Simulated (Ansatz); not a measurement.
**MgO (Fm-3m):Na_i (void), thermodynamic levels from a 54-atom cell**

Aim: at which Fermi levels does Na_i (void) in MgO (Fm-3m) change its charge? The model is a cell of 54 host atoms with 1 Na put in.

Method: place-levels on r2SCAN runs: charge-transition levels and formation energies with image-charge correction and potential alignment at the atomic sites; PAW set soft_1, in Ansatz 0.2.0.

Experimental background.

For MgO, rocksalt (bulk crystal), “Electronic structure of alkaline earth and post-transition metal oxides” (2009, arxiv:0908.1581) quotes earlier work: band gap (literature experimental gap) 7.83 eV [Literature value based on experiment; other listed experimental values range from 7.7 to …].

### 1. The structure

The cell holds 55 atoms: 27 Mg, 27 O and 1 Na. Cell: a = 8.925 Å, b = 8.925 Å, c = 8.925 Å, α = 60.0°, β = 60.0°, γ = 60.0°. It derives from MgO (space group Fm-3m). Nearest the centre at fractional (0.250, 0.250, 0.917): Na55 at 0.00 Å, Mg25 at 1.82 Å, O2 at 1.82 Å, Mg19 at 1.82 Å, O24 at 1.82 Å, O12 at 1.82 Å, Mg7 at 1.82 Å, Mg29 at 1.82 Å.

Known beforehand: the electronic dielectric constant, 3.24, and the static one, 10.37, from a response run on this crystal (DFPT, PBEsol) at that run's own cell.

The cell's shortest repeat is 8.9 Å.

### 2. What was run first

A transition level is the Fermi level at which two charge states cost the same, so each charge needs its own total energy, at its own relaxed structure.

Random displacements of about 0.05 Å break the site symmetry at the start, so that the relaxation can reach a distorted minimum if there is one. Forces are taken at one point at (¼, ¼, ¼). The cell holds 1 electron fewer than the neutral one, with a uniform background that keeps it neutral on the whole.

The sampling was tested on the host first: at the k-points planned (1x1x1 shifted 0.25 0.25 0.25) its energy lies 0.020 eV an atom from the dense-mesh value, under the bound of 0.02 eV set for this test; that bounds the host's error, not the defect's.

One state's input; the others differ in charge, spin, start and seed, and in occupations where the table says so.

The input, qp1.relax/input.yaml:

```yaml
crystal:
  lattice:
    - [0.0, 6.31124291, 6.31124291]
    - [6.31124291, 0.0, 6.31124291]
    - [6.31124291, 6.31124291, 0.0]
  atoms:
    - { symbol: Mg, position: [0.0, 0.0, 0.0] }
    - { symbol: O, position: [0.16666667, 0.16666667, 0.16666667] }
    - { symbol: Mg, position: [0.0, 0.0, 0.33333333] }
[... 2 atom lines left out ...]
    - { symbol: O, position: [0.16666667, 0.16666667, 0.83333333] }
    - { symbol: Mg, position: [0.0, 0.33333333, 0.0] }
    - { symbol: O, position: [0.16666667, 0.5, 0.16666667] }
    - { symbol: Mg, position: [0.0, 0.33333333, 0.33333333] }
[... 2 atom lines left out ...]
    - { symbol: O, position: [0.16666667, 0.5, 0.83333333] }
    - { symbol: Mg, position: [0.0, 0.66666667, 0.0] }
    - { symbol: O, position: [0.16666667, 0.83333333, 0.16666667] }
[... 4 atom lines left out ...]
    - { symbol: Mg, position: [0.33333333, 0.0, 0.0] }
    - { symbol: O, position: [0.5, 0.16666667, 0.16666667] }
    - { symbol: Mg, position: [0.33333333, 0.0, 0.33333333] }
[... 2 atom lines left out ...]
    - { symbol: O, position: [0.5, 0.16666667, 0.83333333] }
    - { symbol: Mg, position: [0.33333333, 0.33333333, 0.0] }
[... 3 atom lines left out ...]
    - { symbol: Mg, position: [0.33333333, 0.33333333, 0.66666667] }
    - { symbol: O, position: [0.5, 0.5, 0.83333333] }
[... 1 atom line left out ...]
    - { symbol: O, position: [0.5, 0.83333333, 0.16666667] }
[... 4 atom lines left out ...]
    - { symbol: Mg, position: [0.66666667, 0.0, 0.0] }
[... 6 atom lines left out ...]
    - { symbol: O, position: [0.83333333, 0.5, 0.16666667] }
[... 10 atom lines left out ...]
    - { symbol: Na, position: [0.25, 0.25, 0.916667] }
  host:
    repeats: [3, 3, 3]
    atoms:
      - { symbol: Mg, position: [0.0, 0.0, 0.0] }
      - { symbol: O, position: [0.5, 0.5, 0.5] }
total_charge: 1
basis:
  ecutwfc: 500
  xc_grid: 2
hamiltonian:
  xc: r2scan
  pseudopotentials: { kind: paw, azcp: { folder: soft_1 } }
kpoints:
  mp_grid: { grid: [1, 1, 1], shift: [0.25, 0.25, 0.25] }
scf:
  occupations: { method: fixed }
  max_iter: 80
output:
  forces: true
  charged_corrections:
    epsilon: 3.24
    static_epsilon: 10.37
    defect_position: [0.25, 0.25, 0.916667]
relax:
  f_tol: 0.02
  max_steps: 80
  random_displacement: { amplitude: 0.05, seed: 6952 }
checkpoint:
  write: "../qp1.relax.run"
  compress: false
  write_wavefunctions: true
  write_every: 100000
```

The run is started by

```bash
ansatz run input.yaml --threads 4 --pin off --max-ram 7536MiB --backend cpu --events-out ev --progress --plain --runs-dir out
```

Defect states can disperse in a cell of this size, so the energy is taken again at a 2×2×2 shifted mesh, on the relaxed structure.

The run of this state that the levels use, under r2SCAN:

The input, qp1.point/input.yaml:

```yaml
crystal:
  checkpoint: "../qp1.relax.run"
  host: checkpoint
total_charge: 1
basis:
  ecutwfc: 500
  xc_grid: 2
hamiltonian:
  xc: r2scan
  pseudopotentials: { kind: paw, azcp: { folder: soft_1 } }
kpoints:
  mp_grid: { grid: [2, 2, 2], shift: [0.5, 0.5, 0.5] }
scf:
  occupations: { method: fermi_dirac, width: 0.01 }
  max_iter: 80
output:
  forces: true
  eigenvalues: true
  charged_corrections:
    epsilon: 3.24
    static_epsilon: 10.37
    defect_position: [0.25, 0.25, 0.916667]
  eigenstates: { localisation: true }
  populations: true
  band_densities: [{ bands: [v1, v1] }, { bands: [c1, c1] }]
  write_density: true
  write_potential: true
  volumetric_format: npy
  elf: true
checkpoint:
  read: "../qp1.relax.run"
  write: "../qp1.point.run"
  compress: false
  write_wavefunctions: false
  write_every: 100000
```

Relaxations under r2SCAN at one point at (¼, ¼, ¼); times on 4 threads of Intel Xeon Platinum 8259CL at 2.50GHz (Skylake/Cascade Lake), shared host:

```
charge  moment (μB)  occupations    outcome  steps  largest displacement against the far atoms (Å)     time
     0            1        fixed  converged      7                                            0.32  3.3 min
    +1            0        fixed  converged      9                                            0.32  1.8 min
```

Single points under r2SCAN at a 2×2×2 shifted mesh; times on 4 threads of Intel Xeon Platinum 8259CL at 2.50GHz (Skylake/Cascade Lake), shared host:

| charge | moment (μB) | occupations | outcome | time |
| --- | --- | --- | --- | --- |
| 0 | 1 | fermi-dirac | converged | 2.6 min |
| +1 | 0 | fermi-dirac | converged | 57 s |

Distances (Å) from Na55 to the nearest atoms after relaxation with r2SCAN:

```
charge  moment (μB)      1.      2.      3.      4.       5.       6.
     0            1  O 1.95  O 1.95  O 1.95  O 1.95  Mg 2.14  Mg 2.14
    +1            0  O 1.94  O 1.94  O 1.94  O 1.95  Mg 2.13  Mg 2.13
```

### 3. Placing the levels, r2SCAN

A charged cell interacts with its images and the background, and its potential has another zero than the host's. place-levels removes the first by a point-charge model, screened by the static dielectric constant since the ions have relaxed around the charge, and the second by comparing potentials at atoms far from the defect.

The host is a run of the defect-free crystal in the same cutoffs, grids and k-points, so that basis and sampling errors cancel in part in the differences. The host is run in a cell of 2 atoms on a matching mesh. Its band edges are searched through the zone by a band path, so the gap is smaller than, or equal to, that on the mesh. Chemical potentials are energies per atom of Na (bcc), run with the same functional and cutoff.

The input, levels.point.yaml:

```yaml
host:
  run: host.point.run
states: [q0_M1.point.run, qp1.point.run]
geometry_from:
  q0_M1.point.run: q0_M1.relax.run
  qp1.point.run: qp1.relax.run
chemical_potentials:
  Na:
    energy: -1488.616329
    dataset: <sha256 of the dataset>
epsilon: 3.24
static_epsilon: 10.37
vertical:
  - { from: qp1.point.run, to: qp1.point_neutral.run }
```

The run is started by

```bash
ansatz place-levels levels.point.yaml -- --threads 4 --pin off --max-ram 7536MiB
```

Numbers of over 12 decimals in the logs are rounded to 6 here.

The program printed:

```text
[... repeated set-up lines and file paths are left out, and long positions are rounded to six places ...]
(+1/0) 5.718 eV above the valence edge (+6.392 eV without the band-filling correction), in the conduction band
formation energy of charge +1: +4.243 eV with the Fermi level at the valence edge
formation energy of charge 0: +9.961 eV with the Fermi level at the valence edge
vertical +1 to 0: no energy, since no alignment is typed
  the change from vertical[0].from (qp1.point.run) to vertical[0].to (qp1.point_neutral.run): by its potential at epsilon 3.24 it stands at 0.312 0.309 0.977, with an rms radius of about 4.0 Å (2.3 2.3 2.3 Å across the planes of the cell's vectors); [...]
  edges by r2scan, gap 5.678 eV; the host is sampled to repeats of 17.85 Å
  the defect's cells are sampled to repeats of 17.85 Å, like sampling
  charge +1: -68946.7674 eV with its correction of +0.546 eV, at epsilon 10.37, aligned at sites: +0.2941 eV, mean over 22 atomic sites at or beyond 4.46 Å from the defect at [0.2500, 0.2500, 0.9167], with +0.000000 for the charge's moments and without [...]
  charge 0: +0.000 eV for its dipole among its images, +0.000 omitted
  of states[1] (qp1.point.run): it parts from the run at its places by a charge that spreads by about 2.3 Å along one vector (1.3 Å or more is wide), by its potential at epsilon 3.24, taken for that of held ions (one typed too small widens it), where the cell [...]
  of states[0] (q0_M1.point.run): a band-filling correction moves a carrier to the host's band edge, which changes its energy by -0.673 eV; [...]
  of vertical[0].from (qp1.point.run): it parts from the run at its places by a charge that spreads by about 2.3 Å along one vector (1.3 Å or more is wide), by its potential at epsilon 3.24, taken for that of held ions (one typed too small widens it), where [...]
  of vertical[0].to (qp1.point_neutral.run): its moments are held at its close (magnetization.spin_locking), by a field of 0.403 eV a Bohr magneton, and its energy and levels are of the state that this holds: a run that lets them go can end lower; [...]
```

Run time: 0.34 s. Hardware: 4 threads of Intel Xeon Platinum 8259CL at 2.50GHz (Skylake/Cascade Lake), shared host.

Levels between the charges placed, in eV above the valence top:

```csv
,gap (eV),(+1/0)
r2SCAN,5.68,5.72
```

Corrections by state:

| charge | moment (μB) | image terms and alignment (eV) | band filling (eV) | ε used | over the lowest of its charge, as the program ranks them, band filling apart (eV) |
| --- | --- | --- | --- | --- | --- |
| +1 | 0.0 | 0.546 | - | 10.37 | 0.000 |
| 0 | 1.0 | 0.000 | -0.673 | - | 0.000 |

The charged structures listed were also run neutral, and place-levels reads from each pair, by the potential or the spins, how wide the charge is by which they differ; that can be the carrier of either run.

| charge | rms radius (Å) | spread where it is widest against the cell (Å) | wide from (Å) | reading |
| --- | --- | --- | --- | --- |
| +1 | 4.0 | 2.30 | 1.26 | wide |

The neutral runs of these pairs need not share the spin of the lowest neutral state, and very wide values only mean spread over the cell.

From the program's caveats on the states, each cut to its opening words:

- charge +1: it parts from the run at its places by a charge that spreads by about 2.3 Å along one vector (1.3 Å or more is wide), by its potential at epsilon 3.24, taken [...]
- charge 0 (1 μB): a band-filling correction moves a carrier to the host's band edge, which changes its energy by -0.673 eV
- charge 0 (1 μB): its moments are held at its close (magnetization.spin_locking), by a field of 0.397 eV a Bohr magneton, and its energy and levels are of the state that this [...]
- charge 0 (1 μB): flagged: stability check not made

The host's formation energy from the elements is -2.963 eV per atom; it sets how far the chemical potentials can move.

Formation energies (eV), Mg-rich (Δμ(Mg) = 0.00 eV, Δμ(O) = -5.93 eV, Δμ(Na) = 0.00 eV):

```
charge  Fermi level at the valence top  at the conduction bottom
    +1                            4.24                      9.92
     0                            9.96                      9.96
```

Formation energies (eV), O-rich (Δμ(O) = 0.00 eV, Δμ(Mg) = -5.93 eV, Δμ(Na) = 0.00 eV):

| charge | Fermi level at the valence top | at the conduction bottom |
| --- | --- | --- |
| +1 | 4.24 | 9.92 |
| 0 | 9.96 | 9.96 |

### 4. Effect of the sampling

The relaxations' own energies give the levels at their sampling, for comparison.

The input, levels.relax_mesh.yaml:

```yaml
host:
  run: host.relax.run
states: [q0_M1.relax.run, qp1.relax.run]
chemical_potentials:
  Na:
    energy: -1488.616329
    dataset: <sha256 of the dataset>
```

The run is started by

```bash
ansatz place-levels levels.relax_mesh.yaml -- --threads 4 --pin off --max-ram 7536MiB
```

The program printed:

```text
(+1/0) 5.704 eV above the valence edge, in the conduction band
formation energy of charge +1: +4.241 eV with the Fermi level at the valence edge
formation energy of charge 0: +9.945 eV with the Fermi level at the valence edge
  edges by r2scan, gap 5.659 eV; the host is sampled to repeats of 8.93 Å
[... the lines on each state left out ...]
```

Wall time 0.13 s (4 threads).

Levels between neighbouring charges, in eV above the valence top:

|  | gap (eV) | (+1/0) |
| --- | --- | --- |
| one point at (¼, ¼, ¼) | 5.66 | 5.70 |
| a 2×2×2 shifted mesh | 5.68 | 5.72 |

Going from one point at (¼, ¼, ¼) to a 2×2×2 shifted mesh moves formation energies against the elements by up to 0.02 eV; band-filling terms, which differ between samplings, are in these energies.

### 5. What came out

```json
{
  "gap of the host": "5.68 eV (r2SCAN)",
  "level (plus 1/0)": "5.72 eV above the valence top, past the conduction bottom (6.39 eV above the valence top without the band-filling term)",
  "lowest of the charges placed, just above the valence top (0.02 eV)": "+1",
  "lowest of the charges placed, just below the conduction bottom (0.02 eV)": "+1",
  "lowest formation energy at mid-gap of the charges run, Mg-rich": "7.08 eV",
  "lowest formation energy at mid-gap of the charges run, O-rich": "7.08 eV"
}
```

**Reading.** Of the charges placed (0 and +1), +1 is the lowest from 0.02 eV above the valence top to 0.02 eV below the conduction bottom, a gap of 5.68 eV. Charges above +1 and below 0 were not placed, so these runs say nothing of levels that involve them. States placed: +1 at 0 μB; 0 at 1 μB. Other spin states or structures, where not listed, weren't placed. The program finds carriers beyond a band edge of the host and adds a band-filling term at charge 0 (-0.67 eV); steps to such a charge show no bound level, and a defect level inside a band would be read the same way. Na is taken at its element; compounds, which aren't counted here, bound the chemical potentials and would shift these formation energies. Going from one point at (¼, ¼, ¼) to a 2×2×2 shifted mesh moves formation energies against the elements by up to 0.02 eV; band-filling terms, which differ between samplings, are in these energies. Limits: the images are only 8.9 Å apart; r2SCAN makes the gap too small and tends to spread out bound carriers; where a gas molecule sets a chemical potential or the host's formation energy, its binding is uncorrected.

Calculation against experiment:

| quantity | measured | r2SCAN |
| --- | --- | --- |
| band gap (least gap of the host) (eV) | 7.83 | 5.68 (-2.15 eV) |

Measured values from arxiv:0908.1581 (2009).

**Verdict.** The band gap is off by -2.15 eV: a clear miss. Local and semilocal functionals usually give gaps below the measured ones. Zero-point and thermal motion shift the measured gap.

[Logs are printed without paths, hosts, clocks, repeated set-up lines and the standing remarks that a program may print on its own settings, such as how far it seeks lower states.]

[Hosts, paths, dates, database ids (printed as entryN), source tags and the programs' standing remarks are cut or masked in the printed files.]

[Where a table of states has a column of steps, it counts the stored structures, which are thinned; the runs took as many ionic steps or more.]

[A defect's name tells the site on which it was built; relaxed atoms can leave that site.]

[For some hosts the program warned that the k-mesh of the response run may be too coarse for force constants and the static dielectric constant; such warnings are not shown here.]
